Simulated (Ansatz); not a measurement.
# Rb2PtF4 (started from the K2NiF4 type) (I4/mmm): how robust is the cRPA U?, part 2 of 2

Aim: hold the target of a cRPA run on Rb2PtF4 (started from the K2NiF4 type) (I4/mmm) and move one thing at a time.

Ansatz 0.2.0; constrained RPA on PBE, plane waves, PAW.

So far. Step 4 (Changed: 2×2×2 mesh): On the Pt eg shell, screening brings the on-site interaction from 13.1 eV down to U = 5.52 eV. Step 5 (Changed: accuracy high): On the Pt eg shell, screening brings the on-site interaction from 12.9 eV down to U = 5.30 eV.

The structure was built from a prototype and need not be the compound's stable phase.

**8. Changed: potentials**

Input file input.yaml:

```yaml
crystal:
  lattice:
    - [6.70348098, 2.29347667, -2.29347667]
    - [6.70348098, -2.29347667, 2.29347667]
    - [-6.70348098, -2.29347667, -2.29347667]
  atoms:
    - { symbol: Rb, position: [0.3625873205, 0.3625873205, 0.0] }
    - { symbol: Rb, position: [0.6374126795, 0.6374126795, 0.0] }
    - { symbol: Pt, position: [0.0, 0.0, 0.0] }
    - { symbol: F, position: [0.0, 0.5, 0.5] }
    - { symbol: F, position: [0.5, 0.0, 0.5] }
    - { symbol: F, position: [0.1539010749, 0.1539010749, 0.0] }
    - { symbol: F, position: [0.8460989251, 0.8460989251, 0.0] }
kpoints:
  mp_grid: { grid: [8, 8, 8] }
hamiltonian:
  xc: pbe
  pseudopotentials: { kind: paw, source: ansatz }
scf:
  occupations: { method: gaussian, width: 0.08 }
  n_extra_bands: 19
  max_iter: 150
  lower_state_search: "off"
output:
  crpa:
    kmesh: [4, 4, 4]
    target_bands: [v1, c1]
    projections: [{ species: Pt, l: d, shell: 5, orbitals: [dz2, dx2-y2] }]
```

Started as:

```bash
ansatz run input.yaml --threads 8 --pin off --max-ram 14745MiB --backend cpu --events-out ev --progress --plain --runs-dir out
```

Numbers of over 12 decimals in the logs are rounded to 6 here.

Output:

```text
[...]
Crystal: 7 atoms, lattice volume = 141.042 Å³
Basis set: ecut = 1050 eV, 10923 PW (Γ)
Bands: 51, of which v1, the nominal top of the filled ones, is band 32 counted from 1 (31 counted from 0)
Symmetry: 16 space group operations
[...]
k-points: 59 of 512
[...]
k-point 58: bands = [... 28 lower, 4.1637, 4.7016, 4.7016, 4.8501, 5.4477, 8.8604, 9.1436, 10.9242, ... 15 higher]
[...]
χ-basis size per q: N_G = 492..516
[...]
Site 2, 5D, 2 of 5 d orbitals (Wannier functions 1, 2; wannier90's mr 1, 4):
      screened: U = 5.2867 eV, U' = 4.3548 eV, J = 0.3710 eV
      screened, to within: U = 1.8e-2 eV, U' = 1.8e-2 eV, J = 1.5e-3 eV
      bare: V = 12.8916 eV, V' = 11.4547 eV, J = 0.5599 eV
[...]
[key lines of the parts left out:]
SCF converged after 9 iterations
Free energy (F): -22335.915518 eV
Fermi energy:    6.377659 eV
```

The job ended after 6.2 min (8 threads of Arm Neoverse V1, shared host; peak memory 2.7 GiB).

Numbers from this step:

```
U                                                 : 5.287 eV
U prime (inter-orbital)                           : 4.355 eV
J                                                 : 0.3710 eV
bare V                                            : 12.89 eV
bare J                                            : 0.5599 eV
stated bound on U                                 : 0.01789 eV
U over bare V                                     : 0.4101
electrons in the window                           : 2.000
head of the constrained inverse dielectric matrix : 0.4394
least eigenvalue of the projection's overlap      : 0.5861
target functions                                  : 2
bands in the sums                                 : 66
width of the target bands                         : 2.441 eV
weight of the projected orbitals in the window    : 0.7189
```

On the Pt eg shell, screening brings the on-site interaction from 12.9 eV down to U = 5.29 eV.

**9. Changed: volume +6 %**

The cell differs from the one that the last finished run ended in (a 7.447 → 7.593 Å, b 7.447 → 7.593 Å, c 7.447 → 7.593 Å).

Changes to input.yaml since step 8:

```diff
@@ -2,5 +2,5 @@
   lattice:
-    - [6.70348098, 2.29347667, -2.29347667]
-    - [6.70348098, -2.29347667, 2.29347667]
-    - [-6.70348098, -2.29347667, -2.29347667]
+    - [6.8349551621, 2.3384582207, -2.3384582207]
+    - [6.8349551621, -2.3384582207, 2.3384582207]
+    - [-6.8349551621, -2.3384582207, -2.3384582207]
   atoms:
@@ -17,3 +17,2 @@
   xc: pbe
-  pseudopotentials: { kind: paw, source: ansatz }
 scf:
@@ -28 +27,6 @@
     projections: [{ species: Pt, l: d, shell: 5, orbitals: [dz2, dx2-y2] }]
+  local_orbitals:
+    kmesh: [8, 8, 8]
+    orbitals: [{ species: Pt, l: d, shell: 5, orbitals: [dz2, dx2-y2] }]
+    window: { bands: [v1, c1] }
+    seedname: lo
```

Output:

```text
[...]
Crystal: 7 atoms, lattice volume = 149.505 Å³
Basis set: ecut = 420 eV, 2903 PW (Γ)
Bands: 51, of which v1, the nominal top of the filled ones, is band 32 counted from 1 (31 counted from 0)
Symmetry: 16 space group operations
[...]
k-points: 59 of 512
[...]
k-point 58: bands = [... 28 lower, 3.5666, 4.0292, 4.0292, 4.1384, 4.6772, 7.9564, 8.4438, 10.3683, ... 15 higher]
[...]
χ-basis size per q: N_G = 526..550
[...]
Site 2, 5D, 2 of 5 d orbitals (Wannier functions 1, 2; wannier90's mr 1, 4):
      screened: U = 5.2789 eV, U' = 4.3503 eV, J = 0.3716 eV
      screened, to within: U = 2.3e-2 eV, U' = 2.3e-2 eV, J = 1.6e-3 eV
      bare: V = 12.8532 eV, V' = 11.4247 eV, J = 0.5615 eV
[...]
[key lines of the parts left out:]
SCF converged after 8 iterations
Free energy (F): -22293.375468 eV
Fermi energy:    5.541352 eV
```

It took 91 s on 8 threads; peak memory 1.3 GiB.

Numbers from this step:

- U: 5.279 eV
- U prime (inter-orbital): 4.350 eV
- J: 0.3716 eV
- bare V: 12.85 eV
- bare J: 0.5615 eV
- stated bound on U: 0.02216 eV
- U over bare V: 0.4107
- electrons in the window: 2.000
- head of the constrained inverse dielectric matrix: 0.4473
- least eigenvalue of the projection's overlap: 0.6019
- target functions: 2
- bands in the sums: 66
- r.m.s. miss of the model bands: 2.72e-4 eV
- width of the target bands: 2.244 eV
- weight of the projected orbitals in the window: 0.7244

On the Pt eg shell, screening brings the on-site interaction from 12.9 eV down to U = 5.28 eV.

**10. Side by side**

Times are wall times on 8 threads of Arm Neoverse V1, shared host, good to a factor of about two.

| run | bare V (eV) | U (eV) | J (eV) | bound on U (eV) | width (eV) | time |
| --- | --- | --- | --- | --- | --- | --- |
| target window | 12.90 | 5.294 | 0.372 | 0.0212 | 2.44 | 2.1 min |
| 6×6×6 mesh | 12.87 | 5.332 | 0.371 | 0.0221 | 2.44 | 14 min |
| 2×2×2 mesh | 13.14 | 5.525 | 0.382 | 0.0208 | 2.44 | 12 s |
| accuracy high | 12.90 | 5.295 | 0.372 | 0.0007 | 2.44 | 3 min |
| potentials | 12.89 | 5.287 | 0.371 | 0.0179 | 2.44 | 6.2 min |
| volume +6 % | 12.85 | 5.279 | 0.372 | 0.0222 | 2.24 | 91 s |

**11. Summary of results**

* target window: U 5.29 eV, J 0.37 eV
* 6×6×6 mesh: U 5.33 eV, J 0.37 eV
* 2×2×2 mesh: U 5.52 eV, J 0.38 eV
* accuracy high: U 5.30 eV, J 0.37 eV
* potentials: U 5.29 eV, J 0.37 eV
* volume +6 %: U 5.28 eV, J 0.37 eV

In words: 6×6×6 mesh moves U by +0.04 eV (within the solver's bounds, for the mean over orbitals) at 6.9 times the time. 2×2×2 mesh moves U by +0.23 eV at 0.098 times the time. Accuracy high moves U by +0.001 eV (within the solver's bounds, for the mean over orbitals). Potentials moves U by −0.01 eV (within the solver's bounds, for the mean over orbitals) at 3.0 times the time. Volume +6 % moves U by −0.01 eV (within the solver's bounds, for the mean over orbitals). The printed bound covers the solver alone, not the mesh. The parent state is non-magnetic and the interaction static (zero frequency); U depends on the window and the orbitals, so it belongs to this model alone. Spin-orbit coupling, which is strong for atoms this heavy, is left out.

[Paths, hosts, dates, memory and timing lines, banners, echoed tables and standing remarks are left out of the program output.]

[Logs are printed without paths, hosts, clocks, repeated set-up lines and the standing remarks that a program may print on its own settings, such as how far it seeks lower states.]

[Runs of the session that timed out or met a known fault of the program may be left out.]

[Hosts, paths, dates, database ids (printed as entryN), source tags and the programs' standing remarks are cut or masked in the printed files.]
